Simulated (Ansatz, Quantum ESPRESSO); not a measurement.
# C (Diamond): third-order response

Wanted: vibrational spectra of C (Diamond) from linear and non-linear response.

Calculated with Quantum ESPRESSO 8.0 development, patched; DFT LDA, scalar-relativistic, plane waves, PseudoDojo norm-conserving pseudopotentials.

**Measured values to reproduce.**

For C, diamond (bulk crystal), “Fermi level pinning by defects can explain the large reported carbon 1s binding energy variations in diamond” (2019, arxiv:1902.02958) quotes earlier work: lattice constant a (cubic lattice constant, experimental literature value) 3.5669 Å [literature value used as input for the calculation cells; temperature not stated].

“Surface Morphology and Microstructure Evolution of Single Crystal Diamond during Different Homoepitaxial Growth Stages” (2021, pmc:8537231) reports for C, diamond cubic, by confocal Raman, 532 nm excitation (HPHT type Ib (001) substrate, 300 K): Raman mode (first-order diamond Raman peak, HPHT substrate (point V)) 1331.19 cm⁻¹ [nitrogen-containing type Ib HPHT substrate, measured on the cross-section; broader line …].

### 1. Starting point

The structure is cubic, space group Fd-3m (No. 227). Conventional cell: a = 3.567 Å, b = 3.567 Å, c = 3.567 Å, α = 90.00°, β = 90.00°, γ = 90.00°. Nearest to C lie 4 C at 1.54 Å.

### 2. A first look

A cheap run with smearing and empty bands tells whether the crystal has a gap, which decides between fixed occupations and smearing later on.

Contents of probe.in:

```
&CONTROL
  calculation = 'scf'
  prefix      = 'x'
  outdir      = './tmp'
  pseudo_dir  = './pseudo'
  tprnfor     = .true.
  tstress     = .true.
  verbosity   = 'high'
/
&SYSTEM
  ibrav       = 2
  celldm(1)   = 6.74016176
  nat         = 2
  ntyp        = 1
  ecutwfc     = 82.0
  occupations = 'smearing'
  smearing    = 'gaussian'
  degauss     = 0.01
/
&ELECTRONS
  conv_thr         = 1.0d-07
  mixing_beta      = 0.7
  electron_maxstep = 100
/
ATOMIC_SPECIES
 C      12.0110  C.upf
ATOMIC_POSITIONS crystal
 C      0.500000000   0.500000000   0.500000000
 C      0.250000000   0.250000000   0.250000000
K_POINTS automatic
 8 8 8 0 0 0
```

The run is started by

```console
OMP_NUM_THREADS=1 mpirun -n 2 pw.x -nk 2 -in probe.in > probe.out
```

The log of the run:

```text
[banners, grids, parts of the stress and lines that vanish by symmetry left out]
Program PWSCF v.8.0dev
     bravais-lattice index     =            2
     lattice parameter (alat)  =       6.7402  a.u.
[...]
kinetic-energy cutoff     =      82.0000  Ry
     charge density cutoff     =     328.0000  Ry
     scf convergence threshold =      1.0E-07
[...]
Exchange-correlation= SLA-PW-NOGX-NOGC
                           (   1   4   0   0   0   0   0)
[...]
48 Sym. Ops., with inversion, found (24 have fractional translation)
[...]
(     0          1          0      )
                  (     0          0          1      )
[...]
(  0.0000000  1.0000000  0.0000000 )
                  (  0.0000000  0.0000000  1.0000000 )
[...]
(     1          0         -1      )
[...]
(     0          1         -1      )       (  0.2500000 )
                  (     0          1          0      )       (  0.2500000 )
[...]
( -1.0000000  0.0000000  0.0000000 )       (  0.2500000 )
                  (  0.0000000  1.0000000  0.0000000 )       (  0.2500000 )
[...]
number of k points=    29  Gaussian smearing, width (Ry)=  0.0100
[...]
End of self-consistent calculation
[...]
the Fermi energy is    15.8432 ev
!    total energy              =     -24.12848676 Ry
[...]
convergence has been achieved in   5 iterations
[...]
atom    1 type  1   force =     0.00000000    0.00000000    0.00000000
     atom    2 type  1   force =     0.00000000    0.00000000    0.00000000
[...]
Total force =     0.000000     Total SCF correction =     0.000000
[...]
total   stress  (Ry/bohr**3)                   (kbar)     P=     -111.83
[...]
XML data file, charge density, pseudopotentials, collected wavefunctions

   JOB DONE.
```

The job ended after 1.9 s (2 MPI ranks of Intel Xeon Platinum 8375C at 2.90GHz (Ice Lake), shared host; 3.4 s of CPU time).

Read from the output:

```
volume per atom   : 5.672 Å³
pressure          : -11.18 GPa
gap on the k-mesh : 4.141 eV
```

A gap of 4.1 eV opens on this mesh, so the crystal is taken as an insulator; the start stands at -11 GPa.

### 3. Relaxing the cell and atoms

The relaxation runs at a cutoff a fifth above that of the response, since stress converges more slowly with the basis than frequencies do. Forces and stress are brought to rest with tight thresholds.

Contents of relax.in:

```
&CONTROL
  calculation   = 'vc-relax'
  prefix        = 'x'
  outdir        = './tmp'
  pseudo_dir    = './pseudo'
  tprnfor       = .true.
  tstress       = .true.
  forc_conv_thr = 2.0d-05
  etot_conv_thr = 1.0d-07
  nstep         = 40
/
&SYSTEM
  ibrav       = 2
  celldm(1)   = 6.74016176
  nat         = 2
  ntyp        = 1
  ecutwfc     = 98
  occupations = 'fixed'
  nbnd        = 6
/
&ELECTRONS
  conv_thr         = 1.0d-11
  mixing_beta      = 0.7
  electron_maxstep = 100
/
&IONS
/
&CELL
  press_conv_thr = 0.2
/
ATOMIC_SPECIES
 C      12.0110  C.upf
ATOMIC_POSITIONS crystal
 C      0.500000000   0.500000000   0.500000000
 C      0.250000000   0.250000000   0.250000000
K_POINTS automatic
 10 10 10 0 0 0
```

The run is started by

```console
OMP_NUM_THREADS=1 mpirun -n 2 pw.x -nk 2 -in relax.in > relax.out
```

The log of the run:

```text
[banners, grids, parts of the stress and lines that vanish by symmetry left out]
[banner, memory and clock lines left out]
Program PWSCF v.8.0dev

[...]
kinetic-energy cutoff     =      98.0000  Ry
     charge density cutoff     =     392.0000  Ry
     scf convergence threshold =      1.0E-11
[...]
energy convergence thresh.=      1.0E-07
     force convergence thresh. =      2.0E-05
     press convergence thresh. =      2.0E-01
     Exchange-correlation= SLA-PW-NOGX-NOGC
                           (   1   4   0   0   0   0   0)
[...]
48 Sym. Ops., with inversion, found (24 have fractional translation)
[...]
number of k points=    47
[...]
End of self-consistent calculation
[...]
highest occupied, lowest unoccupied level (ev):    13.1281   17.3062
!    total energy              =     -24.12861395 Ry
[...]
convergence has been achieved in   9 iterations
[...]
atom    1 type  1   force =     0.00000000    0.00000000   -0.00000000
     atom    2 type  1   force =    -0.00000000   -0.00000000    0.00000000
     Total force =     0.000000     Total SCF correction =     0.000000
[...]
total   stress  (Ry/bohr**3)                   (kbar)     P=     -109.82
[...]
number of bfgs steps    =   0
[...]
CELL_PARAMETERS (alat=  6.74016176)
[...]
ATOMIC_POSITIONS (crystal)
C                0.5000000000        0.5000000000        0.5000000000
C                0.2500000000        0.2500000000        0.2500000000
[...]
New effective cutoffs (rho, wfc):  406.97  101.75
[...]
End of self-consistent calculation
[...]
highest occupied, lowest unoccupied level (ev):    14.1714   18.4894
!    total energy              =     -24.12810904 Ry
[...]
convergence has been achieved in   5 iterations
[...]
atom    1 type  1   force =     0.00000000    0.00000000    0.00000000
     atom    2 type  1   force =     0.00000000    0.00000000    0.00000000
     Total force =     0.000000     Total SCF correction =     0.000000
[...]
total   stress  (Ry/bohr**3)                   (kbar)     P=      156.75
[...]
number of bfgs steps    =   1
[...]
CELL_PARAMETERS (alat=  6.74016176)
[...]
ATOMIC_POSITIONS (crystal)
C                0.5000000000        0.5000000000        0.5000000000
C                0.2500000000        0.2500000000        0.2500000000
[...]
New effective cutoffs (rho, wfc):  398.31   99.59
[...]
End of self-consistent calculation
[...]
highest occupied, lowest unoccupied level (ev):    13.5705   17.8082
!    total energy              =     -24.12932456 Ry
[...]
convergence has been achieved in   5 iterations
[...]
atom    1 type  1   force =     0.00000000   -0.00000000    0.00000000
     atom    2 type  1   force =     0.00000000   -0.00000000   -0.00000000
     Total force =     0.000000     Total SCF correction =     0.000000
[...]
total   stress  (Ry/bohr**3)                   (kbar)     P=       -1.99
[...]
number of bfgs steps    =   1
[...]
CELL_PARAMETERS (alat=  6.74016176)
[...]
ATOMIC_POSITIONS (crystal)
[...]
New effective cutoffs (rho, wfc):  398.43   99.62
[...]
End of self-consistent calculation
[...]
highest occupied, lowest unoccupied level (ev):    13.5787   17.8175
!    total energy              =     -24.12932478 Ry
[...]
convergence has been achieved in   5 iterations
[...]
atom    1 type  1   force =     0.00000000    0.00000000    0.00000000
     atom    2 type  1   force =     0.00000000    0.00000000    0.00000000
     Total force =     0.000000     Total SCF correction =     0.000000
[...]
total   stress  (Ry/bohr**3)                   (kbar)     P=        0.07
[...]
number of bfgs steps    =   2
[...]
small trust_radius: resetting bfgs history
[...]
CELL_PARAMETERS (alat=  6.74016176)
[...]
ATOMIC_POSITIONS (crystal)
[...]
New effective cutoffs (rho, wfc):  398.42   99.61
[...]
End of self-consistent calculation
[...]
highest occupied, lowest unoccupied level (ev):    13.5780   17.8167
!    total energy              =     -24.12932478 Ry
[...]
convergence has been achieved in   3 iterations
[...]
atom    1 type  1   force =    -0.00000000    0.00000000    0.00000000
     atom    2 type  1   force =     0.00000000    0.00000000    0.00000000
     Total force =     0.000000     Total SCF correction =     0.000000
[...]
total   stress  (Ry/bohr**3)                   (kbar)     P=       -0.10
[...]
bfgs converged in   5 scf cycles and   3 bfgs steps
[...]
End of BFGS Geometry Optimization
     Final enthalpy           =     -24.1293247805 Ry
     File ./tmp/x.bfgs deleted, as requested
[...]
CELL_PARAMETERS (alat=  6.74016176)
[...]
ATOMIC_POSITIONS (crystal)
C                0.5000000000        0.5000000000        0.5000000000
C                0.2500000000        0.2500000000        0.2500000000
[...]
Final scf calculation at the relaxed structure.
[...]
kinetic-energy cutoff     =      98.0000  Ry
     charge density cutoff     =     392.0000  Ry
     scf convergence threshold =      1.0E-13
[...]
press convergence thresh. =      2.0E-01
     Exchange-correlation= SLA-PW-NOGX-NOGC
                           (   1   4   0   0   0   0   0)
[...]
48 Sym. Ops., with inversion, found (24 have fractional translation)
[...]
number of k points=    47
[...]
End of self-consistent calculation
[...]
highest occupied, lowest unoccupied level (ev):    13.5780   17.8167
!    total energy              =     -24.12932441 Ry
[...]
convergence has been achieved in  11 iterations
[...]
atom    1 type  1   force =     0.00000000    0.00000000    0.00000000
     atom    2 type  1   force =     0.00000000    0.00000000   -0.00000000
     Total force =     0.000000     Total SCF correction =     0.000000
[...]
total   stress  (Ry/bohr**3)                   (kbar)     P=       -0.08
[...]
XML data file, charge density, pseudopotentials, collected wavefunctions
```

Run time: 8.8 s. Hardware: 2 MPI ranks; 17 s of CPU time.

Relaxation path:

```
step  energy less that of the first step (eV)  largest force (eV/Å)  pressure (GPa)  volume (Å³)
   1                                   0.0000                0.0000          -10.98        11.34
   2                                   0.0069                0.0000           15.68        10.72
   3                                  -0.0097                0.0000           -0.20        11.07
   4                                  -0.0097                0.0000            0.01        11.07
   5                                  -0.0097                0.0000           -0.01        11.07
   6                                  -0.0097                0.0000           -0.01        11.07
```

```
conventional cell, symmetrised  before  after  change
                         a (Å)   3.567  3.538  -0.8 %
                         b (Å)   3.567  3.538  -0.8 %
                         c (Å)   3.567  3.538  -0.8 %
              volume (Å³/atom)    5.67   5.53  -2.4 %
```

Final coordinates:

```
CELL_PARAMETERS angstrom
-1.76876 0.00000 1.76876
0.00000 1.76876 1.76876
-1.76876 1.76876 0.00000
ATOMIC_POSITIONS crystal
C 0.50000 0.50000 0.50000
C 0.25000 0.25000 0.25000
```

The last row of the table of steps is pw.x's closing run on a basis chosen anew for the final cell, so its energy can jump.

This step gave:

- volume per atom: 5.534 Å³
- pressure: -0.008 GPa
- gap on the k-mesh: 4.239 eV

The volume changes by -2.4 % from the cell with which this run began.

### 4. Ground state

The response is built on this ground state, so it is converged far tighter than an energy would need. With a gap, occupations are fixed, which also allows the response to an electric field.

Contents of scf.in:

```
&CONTROL
  calculation = 'scf'
  prefix      = 'x'
  outdir      = './tmp'
  pseudo_dir  = './pseudo'
  tprnfor     = .true.
  tstress     = .true.
/
&SYSTEM
  ibrav       = 2
  celldm(1)   = 6.68492812
  nat         = 2
  ntyp        = 1
  ecutwfc     = 82.0
  occupations = 'fixed'
  nbnd        = 6
/
&ELECTRONS
  conv_thr         = 1.0d-12
  mixing_beta      = 0.7
  electron_maxstep = 100
/
ATOMIC_SPECIES
 C      12.0110  C.upf
ATOMIC_POSITIONS crystal
 C      0.500000000   0.500000000   0.500000000
 C      0.250000000   0.250000000   0.250000000
K_POINTS automatic
 12 12 12 0 0 0
```

The run is started by

```console
OMP_NUM_THREADS=1 mpirun -n 2 pw.x -nk 2 -in scf.in > scf.out
```

The log of the run:

```text
[banners, grids, parts of the stress and lines that vanish by symmetry left out]
[banner, memory and clock lines left out]
Program PWSCF v.8.0dev

[...]
kinetic-energy cutoff     =      82.0000  Ry
     charge density cutoff     =     328.0000  Ry
     scf convergence threshold =      1.0E-12
[...]
Exchange-correlation= SLA-PW-NOGX-NOGC
                           (   1   4   0   0   0   0   0)
[...]
48 Sym. Ops., with inversion, found (24 have fractional translation)
[...]
number of k points=    72
[...]
End of self-consistent calculation
[...]
highest occupied, lowest unoccupied level (ev):    13.5779   17.8030
!    total energy              =     -24.12925714 Ry
[...]
convergence has been achieved in  11 iterations
[...]
atom    1 type  1   force =     0.00000000    0.00000000    0.00000000
     atom    2 type  1   force =     0.00000000    0.00000000    0.00000000
     Total force =     0.000000     Total SCF correction =     0.000000
[...]
total   stress  (Ry/bohr**3)                   (kbar)     P=       -2.39
[...]
XML data file, charge density, pseudopotentials, collected wavefunctions
```

Elapsed: 3.8 s, on 2 MPI ranks.

This step gave:

```
pressure          : -0.2390 GPa
gap on the k-mesh : 4.225 eV
```

The cell stands at -0.24 GPa, close enough for stiff modes, while soft ones can move.

(Continued in part 2 of 3.)

[Host names and launcher messages were left out of these logs when they were recorded.]

[Logs are printed without paths, hosts, clocks, repeated set-up lines and the standing remarks that a program may print on its own settings, such as how far it seeks lower states.]

[Hosts, paths, dates, database ids (printed as entryN), source tags and the programs' standing remarks are cut or masked in the printed files.]
